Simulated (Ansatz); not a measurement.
# LiCaF3 (Pm-3m): a soft mode frozen in

Wanted: the energy along a soft mode of LiCaF3 (Pm-3m) and the structure at the end.

Program: Ansatz 0.2.0. Level of theory: DFT PBE+D3(BJ), scalar-relativistic, plane waves, PAW. Values are calculated unless marked as measured.

The raw output is cut from this account; settings, times and results stay.

## 1. The starting structure

It takes space group Pm-3m (No. 221, cubic). Conventional cell: a = 3.720 Å, b = 3.720 Å, c = 3.720 Å, α = 90.00°, β = 90.00°, γ = 90.00°. Nearest to Li lie 6 F at 1.86 Å. Nearest to Ca lie 12 F at 2.63 Å. F has 2 Li at 1.86 Å and 4 Ca at 2.63 Å nearest. Farther neighbours, and contacts between anions beyond the nearest, are not listed.

Coordinates:

```cif
data_structure
_symmetry_space_group_name_H-M 'Pm-3m'
_symmetry_Int_Tables_number 221
_cell_length_a 3.7200
_cell_length_b 3.7200
_cell_length_c 3.7200
_cell_angle_alpha 90.000
_cell_angle_beta 90.000
_cell_angle_gamma 90.000
_cell_volume 51.48
loop_
_atom_site_label
_atom_site_type_symbol
_atom_site_symmetry_multiplicity
_atom_site_Wyckoff_symbol
_atom_site_fract_x
_atom_site_fract_y
_atom_site_fract_z
_atom_site_occupancy
Li1 Li 1 b 0.50000 0.50000 0.50000 1
Ca1 Ca 1 a 0.00000 0.00000 0.00000 1
F1 F 3 c 0.00000 0.50000 0.50000 1
```

## 2. Zone-centre response

The zone centre is the only wavevector solved here; it holds the modes that light can see. The response to a homogeneous field gives the Born charges and the dielectric tensor, and its change with displacement the Raman tensors.

The input, input.yaml:

```yaml
crystal:
  lattice:
    - [3.7200041892, 0.0, 0.0]
    - [0.0, 3.7200041892, 0.0]
    - [0.0, 0.0, 3.7200041892]
  atoms:
    - { symbol: Li, position: [0.5, 0.5, 0.5] }
    - { symbol: Ca, position: [0.0, 0.0, 0.0] }
    - { symbol: F, position: [0.0, 0.5, 0.5] }
    - { symbol: F, position: [0.5, 0.5, 0.0] }
    - { symbol: F, position: [0.5, 0.0, 0.5] }
kpoints:
  mp_grid: { grid: [8, 8, 8] }
hamiltonian:
  xc: pbe
  dispersion: d3bj
scf:
  occupations: { method: fixed }
output:
  eigenvalues: true
phonons:
  method: dfpt
  dielectric: true
  rigid_motions: translations
  raman: true
```

On the command line:

```console
> ansatz run input.yaml --threads 4 --pin off --max-ram 7168MiB --backend cpu --events-out ev --progress --plain --runs-dir out
```

The job ended after 4.3 min (4 threads of Arm Neoverse N1, shared host; peak memory 0.95 GiB).

Numbers from this step:

- gap on the k-mesh: 6.562 eV
- volume per atom: 10.30 Å³
- sum-rule residual before enforcement: 0.004720 eV/Å²
- miss of the charge sum rule: 1.46e-4 e
- point group: m-3m
- highest optical mode at the zone centre (no LO-TO term): 567.3 cm⁻¹
- lowest optical zone-centre mode: -68.85 cm⁻¹
- mean high-frequency dielectric constant: 2.446
- largest Born charge (third of the trace): 2.527 e
- top of the zone-centre spectrum with the field: 645.0 cm⁻¹

Without the LO-TO term. Patterns of degenerate modes are one choice out of their space. The modes at Γ (shares of kinetic energy by element, %) (negative means imaginary):

```tsv
mode	frequency (cm⁻¹)	symmetry	Li %	Ca %	F %
1	-68.8	T1u	1	59	40
2	-68.8	T1u	1	59	40
3	-68.8	T1u	1	59	40
4	0.0	acoustic	7	39	55
5	0.0	acoustic	7	39	55
6	0.0	acoustic	7	39	55
7	130.9	T2u	0	0	100
8	130.9	T2u	0	0	100
9	130.9	T2u	0	0	100
10	372.1	T1u	25	2	73
11	372.1	T1u	25	2	72
12	372.1	T1u	25	2	72
13	567.3	T1u	67	0	33
14	567.3	T1u	67	0	33
15	567.3	T1u	67	0	33
```

Displacements in mode 1 (-68.8 cm⁻¹), the largest set to 1:
```
Li1  0.01 -0.06 -0.24
Ca2 -0.04  0.26  1.00
F3   0.02 -0.20 -0.78
F4   0.03 -0.20 -0.46
F5   0.03 -0.12 -0.78
```

Displacements in mode 14 (567.3 cm⁻¹), the largest set to 1:
```
Li1  0.00  0.09  1.00
Ca2  0.00  0.00 -0.02
F3   0.00  0.00  0.04
F4   0.00  0.00 -0.42
F5   0.00 -0.04  0.04
```

Before it was imposed, the acoustic sum rule was missed by 0.0047 eV/Å² and the charge sum rule by 1.5e-4 e. Small misses are needed for a sound result but don't prove that mesh and cutoff are converged. The lowest optical mode is imaginary, 68.8i cm⁻¹, so the energy falls along it.

## 3. The mode frozen in, largest atomic shift 0 Å

The mode followed lies at Γ with frequency 68.8i cm⁻¹ and is 3-fold degenerate, the softest among the wavevectors solved. At small amplitude the pattern taken leaves space group no. 160 by a symmetry search on the positions. The undistorted cell that holds it gives the zero of energy on the same k mesh.

Edit input.yaml of step 2 so:

```diff
@@ -17,9 +17,6 @@
 scf:
-  occupations: { method: fixed }
+  occupations: { method: gaussian, width: 0.02 }
 output:
+  forces: true
+  stress: true
   eigenvalues: true
-phonons:
-  method: dfpt
-  dielectric: true
-  rigid_motions: translations
-  raman: true
```

It took 2.6 s on 4 threads; peak memory 0.32 GiB.

This step gave:

| Property | Result |
| --- | --- |
| pressure | -0.005114 GPa |
| energy from the undistorted cell | 0 meV/atom |

At this level the gap is 6.56 eV on the k-mesh of the self-consistent run, which can miss the band edges.

## 4. The mode frozen in, largest atomic shift 0.14 Å

The atoms are moved along the unstable eigenvector, the largest shift by 0.14 Å, with the cell fixed.

input.yaml, the sections that differ from step 3:

```yaml
crystal:
  lattice:
    - [3.7200041892, 0.0, 0.0]
    - [0.0, 3.7200041892, 0.0]
    - [0.0, 0.0, 3.7200041892]
  atoms:
    - { symbol: Li, position: [0.4947359773, 0.5052640227, 0.5052640227] }
    - { symbol: Ca, position: [0.0217282115, -0.0217282115, -0.0217282115] }
    - { symbol: F, position: [-0.0100823136, 0.5169157133, 0.5169157133] }
    - { symbol: F, position: [0.4830842867, 0.5169157133, 0.0100823136] }
    - { symbol: F, position: [0.4830842867, 0.0100823136, 0.5169157133] }
# kpoints, hamiltonian, scf, output: as in step 3
```

Elapsed: 11 s, on 4 threads; peak memory 0.38 GiB.

Numbers from this step:

* pressure: 1.228 GPa
* gap on the k-mesh: 6.788 eV
* energy from the undistorted cell: -0.747 meV/atom

The energy, extrapolated to zero smearing, is -0.75 meV/atom against the undistorted cell.

The run ends at a pressure of 1.23 GPa, with forces up to 0.029 eV/Å.

## 5. Energy along the mode, all amplitudes (two of the runs are shown above)

An imaginary frequency means negative curvature, so the energy should fall and then rise again as anharmonic terms take over.

This step gave:

- depth at the lowest point sampled: 0.747 meV/atom
- largest atomic shift at that point: 0.14 Å

Table of energy from the parent by largest atomic shift:

```tsv
largest atomic shift (Å)	energy from the parent (meV/atom)
0.000	0
0.040	-0.178
0.080	-0.588
0.140	-0.747
0.220	3.91
0.320	31.9
```

Displacement at unit largest shift by atom:

```tsv
atom	x (Å)	y (Å)	z (Å)	size
Li1	-0.140	0.140	0.140	0.242
Ca2	0.577	-0.577	-0.577	0.999
F3	-0.268	0.449	0.449	0.689
F4	-0.449	0.449	0.268	0.689
F5	-0.449	0.268	0.449	0.689
```

The lowest step is at 0.14 Å, 0.747 meV/atom below the parent, and the energy rises beyond it.

## 6. Relaxation from the frozen mode

Starting from the lowest point found, all atoms and the cell are let go, so that strain and other modes of the same symmetry can join in.

Edit input.yaml of step 4 so:

```diff
@@ -17,3 +17,3 @@
 scf:
-  occupations: { method: gaussian, width: 0.02 }
+  occupations: { method: fixed }
 output:
@@ -22 +22,6 @@
   eigenvalues: true
+relax:
+  adjacent_minimum: "off"
+  f_tol: 0.002
+  max_steps: 120
+  cell: { stress_tol: 0.03 }
```

It took 80 s on 4 threads; peak memory 0.42 GiB.

The steps of the relaxation:

```tsv
step	energy less that of the first step (eV)	largest force component (eV/Å)	pressure (GPa)	volume (Å³)
1	0.0000	0.0168	1.23	51.48
2	-0.0021	0.0049	0.51	51.89
3	-0.0015	0.0165	-0.01	52.22
4	-0.0013	0.0141	-0.08	52.31
5	-0.0013	0.0145	0.09	52.43
6	-0.0011	0.0003	0.01	52.51
7*	-0.0069	0.0004	0.22	52.51
8	-0.0061	0.0036	0.04	52.78
9	-0.0060	0.0003	0.00	52.82
10*	-0.0073	0.0003	0.03	52.82
11	-0.0072	0.0001	0.00	52.86
12*	-0.0073	0.0001	0.00	52.86
```

Relaxation steps marked * repeat the geometry before them on a plane-wave basis chosen anew for their cell, so energy and pressure can jump there.

The run keeps the 6 symmetry operations that the program found, so distortions that break them were not tested.

```tsv
conventional cell, symmetrised	before	after	change
a (Å)	5.261	5.263	+0.0 %
b (Å)	5.261	5.263	+0.0 %
c (Å)	6.443	6.611	+2.6 %
volume (Å³/atom)	10.30	10.57	+2.7 %
```

The atoms that moved most (Å, as changes of fractional coordinates times the final cell):

```tsv
atom	dx	dy	dz	length
Ca2	0.041	-0.041	-0.041	0.070
F5	-0.014	0.010	0.014	0.022
F3	-0.010	0.014	0.014	0.022
F4	-0.014	0.014	0.010	0.022
```

Final coordinates:

```xyz
5
Lattice="3.7532 -0.0319 -0.0319 -0.0319 3.7532 0.0319 -0.0319 0.0319 3.7532" Properties=species:S:1:pos:R:3 pbc="T T T"
Li    1.8217    1.8996    1.8996
Ca    0.1235   -0.1235   -0.1235
F    -0.0805    1.9710    1.9710
F     1.7823    1.9390    0.0486
F     1.7823    0.0486    1.9390
```

Numbers from this step:

```
pressure          : 0.002399 GPa
gap on the k-mesh : 6.934 eV
volume per atom   : 10.57 Å³
```

The distorted start has space group R3m; the relaxation ends in R3m.

## 7. The new phase in its own primitive cell

The relaxed structure is symmetrised, reduced to its primitive cell and relaxed tightly, as its phonons need.

The input, input.yaml:

```yaml
crystal:
  lattice:
    - [2.6313539394, 1.5192129052, 2.203826832]
    - [-2.6313539394, 1.5192129052, 2.203826832]
    - [0.0, -3.0384258105, 2.203826832]
  atoms:
    - { symbol: Li, position: [0.4939897094, 0.4939897094, 0.4939897094] }
    - { symbol: Ca, position: [0.0323561201, 0.0323561201, 0.0323561201] }
    - { symbol: F, position: [0.4794001324, 0.4794001324, 0.9874043543] }
    - { symbol: F, position: [0.4794001324, 0.9874043543, 0.4794001324] }
    - { symbol: F, position: [0.9874043543, 0.4794001324, 0.4794001324] }
kpoints:
  mp_grid: { grid: [6, 6, 6] }
hamiltonian:
  xc: pbe
  dispersion: d3bj
scf:
  occupations: { method: fixed }
output:
  forces: true
  stress: true
  eigenvalues: true
relax:
  adjacent_minimum: "off"
  f_tol: 0.001
  max_steps: 60
  cell: { stress_tol: 0.01 }
```

The job ended after 12 s (4 threads; peak memory 0.38 GiB; 26 s of CPU time).

Little changed from the start: no atom moved by 0.005 Å and no cell edge by 0.1 %.

Read from the output:

| Item | Value |
| --- | --- |
| pressure | 0.002590 GPa |
| direct gap on mesh | 7.024 eV |

The largest force component left is 0.39 meV/Å and the pressure is 0.003 GPa, within the tolerances set. The cell now holds 10.57 Å³/atom.

## 8. Modes of the new phase, k-mesh 6×6×6

A relaxed structure may still be a saddle point, so its zone-centre modes are computed. The response to a homogeneous field gives the Born charges and the dielectric tensor, and its change with displacement the Raman tensors.

The input, input.yaml:

```yaml
crystal:
  lattice:
    - [2.631263304, 1.5191605769, 2.2040388604]
    - [-2.631263304, 1.5191605769, 2.2040388604]
    - [0.0, -3.0383211538, 2.2040388604]
  atoms:
    - { symbol: Li, position: [0.493984808, 0.493984808, 0.493984808] }
    - { symbol: Ca, position: [0.0323733539, 0.0323733539, 0.0323733539] }
    - { symbol: F, position: [0.4793957192, 0.4793957192, 0.9874008484] }
    - { symbol: F, position: [0.4793957192, 0.9874008484, 0.4793957192] }
    - { symbol: F, position: [0.9874008484, 0.4793957192, 0.4793957192] }
kpoints:
  mp_grid: { grid: [6, 6, 6] }
hamiltonian:
  xc: pbe
  dispersion: d3bj
scf:
  occupations: { method: fixed }
output:
  eigenvalues: true
phonons:
  method: dfpt
  dielectric: true
  rigid_motions: translations
  raman: true
```

Elapsed: 5 min, on 4 threads; peak memory 0.95 GiB; 14 min of CPU time.

This step gave:

- sum-rule residual before enforcement: 0.005340 eV/Å²
- miss of the charge sum rule: 8.60e-5 e
- point group: 3m
- highest optical mode at the zone centre (no LO-TO term): 542.4 cm⁻¹
- lowest optical zone-centre mode: 16.35 cm⁻¹
- mean high-frequency dielectric constant: 2.398
- largest Born charge (third of the trace): 2.484 e
- mean static dielectric constant: 678.9
- top of the zone-centre spectrum with the field: 625.3 cm⁻¹

Without the LO-TO term. Patterns of degenerate modes are one choice out of their space. The modes at Γ (shares of kinetic energy by element, %):

```tsv
mode	frequency (cm⁻¹)	symmetry	Li %	Ca %	F %
1	0.0	acoustic	7	39	55
2	0.0	acoustic	7	39	55
3	0.0	acoustic	7	39	55
4	16.4	E	1	55	45
5	16.4	E	1	55	45
6	92.0	A2	0	0	100
7	146.2	A1	1	61	38
8	184.3	E	0	4	96
9	184.3	E	0	4	96
10	362.6	E	23	2	75
11	362.6	E	23	2	75
12	378.5	A1	28	1	71
13	539.9	E	70	0	30
14	539.9	E	70	0	30
15	542.4	A1	64	0	36
```

Displacements in mode 5 (16.4 cm⁻¹), the largest set to 1:
```
Li1 -0.05 -0.24  0.00
Ca2  0.22  1.00  0.00
F3  -0.21 -0.36  0.17
F4  -0.39 -0.89 -0.05
F5   0.16 -0.77 -0.12
```

Displacements in mode 15 (542.4 cm⁻¹), the largest set to 1:
```
Li1  0.00  0.00  1.00
Ca2  0.00  0.00 -0.02
F3   0.00  0.24 -0.11
F4   0.21 -0.12 -0.11
F5  -0.21 -0.12 -0.11
```

Optical modes at the zone centre, without and with the macroscopic field of the longitudinal modes; each column is sorted by frequency, so a row need not hold one and the same mode. Modes with and without the field, by row:

```tsv
rank among optical modes	no field (cm⁻¹)	q along (1, 0, 0) (cm⁻¹)	q along (0, 0, 1) (cm⁻¹)
1	16.4	16.4	16.4
2	16.4	92	16.4
3	92	146.2	92
4	146.2	172.9	184.3
5	184.3	184.3	184.3
6	184.3	290.9	300.5
7	362.6	362.6	362.6
8	362.6	378.5	362.6
9	378.5	386.1	418.6
10	539.9	539.9	539.9
11	539.9	542.4	539.9
12	542.4	623.8	625.3
```

Born charge (rows field, columns displacement) (e), principal values of the symmetric part by kind of site:

```tsv
atom	atoms with these values	low	middle	high	mean
Li1	1	0.98	0.98	1.00	0.99
Ca2	1	2.48	2.48	2.48	2.48
F3	3	-1.22	-1.18	-1.07	-1.16
```

In full for Ca2:

```
2.48 0.00 0.00
0.00 2.48 0.00
0.00 0.00 2.48
```

High-frequency dielectric tensor:

```
2.40 0.00 0.00
0.00 2.40 0.00
0.00 0.00 2.40
```

Static dielectric tensor (ions relaxed, fixed cell):

```
1010    0    0
   0 1010    0
   0    0   16
```

Transverse modes. Lines of the infrared spectrum (strongest = 100):

```tsv
position (cm⁻¹)	label	relative intensity
16	E	100
92	A2	0.0
146	A1	53
184	E	8.9
362	E	9.4
378	A1	10
540	E	56
542	A1	25
```

Activity x (w_L - w)^4 (n + 1)/w, 532 nm, 300 K; modes without the macroscopic field alone. Raman lines, with heights relative to the strongest:

```tsv
position (cm⁻¹)	label	relative intensity
16	E	100
92	A2	0.0
146	A1	1.9
184	E	0.5
362	E	0.0
378	A1	0.1
540	E	0.0
542	A1	0.0
```

Before it was imposed, the acoustic sum rule was missed by 0.0053 eV/Å² and the charge sum rule by 8.6e-5 e. Small misses are needed for a sound result but don't prove that mesh and cutoff are converged. The lowest optical mode is real, 16.4 cm⁻¹.

## 9. Summary of results

| Item | Value |
| --- | --- |
| unstable mode of the parent | q = (0, 0, 0), 69i cm⁻¹ |
| depth at the lowest point sampled | 0.747 meV/atom |
| largest atomic shift at that point | 0.14 Å |
| space group reached | R3m |
| energy gained over the parent (first relaxation, on the mesh of the frozen mode) | 2.21 meV/atom |
| volume per atom, phase reached | 10.6 Å³ |
| gap on the k-mesh, phase reached | 6.93 eV |
| lowest optical zone-centre mode, phase reached | 16.4 cm⁻¹ |
| highest optical mode at the zone centre (no LO-TO term), phase reached | 542 cm⁻¹ |

Along this mode the structure falls into R3m, 2.21 meV/atom below the parent. At the parent's cell the well is 0.747 meV/atom deep on the steps tried, with its lowest point at a shift of 0.14 Å. Relaxing atoms and cell changes the gain by +1.46 meV/atom against the lowest step (energies at zero smearing). Most of the total comes from this relaxation. The new phase has no imaginary mode at the zone centre of its cell; other wavevectors were not checked. So shallow a well is near the error of the k mesh. Of the 3 patterns followed from this parent, this one ends 2.17 meV/atom above the lowest, P4mm. Differences under 1.0 meV/atom are within the error of comparing unlike cells and meshes, so the order among close phases is not settled. Each path keeps the symmetry of its pattern, so a lower phase may lie along a pattern not tried. In the phonons the program holds the C6 weights of the dispersion term fixed, leaving out their change with coordination.

[Long decimals in the printed logs are rounded to 6 places.]

[Logs are printed without paths, hosts, clocks, repeated set-up lines and the standing remarks that a program may print on its own settings, such as how far it seeks lower states.]

[Hosts, paths, dates, database ids (printed as entryN), source tags and the programs' standing remarks are cut or masked in the printed files.]

[Where the starting crystal was built by hand or by swapping elements, it need not be the compound's stable phase.]
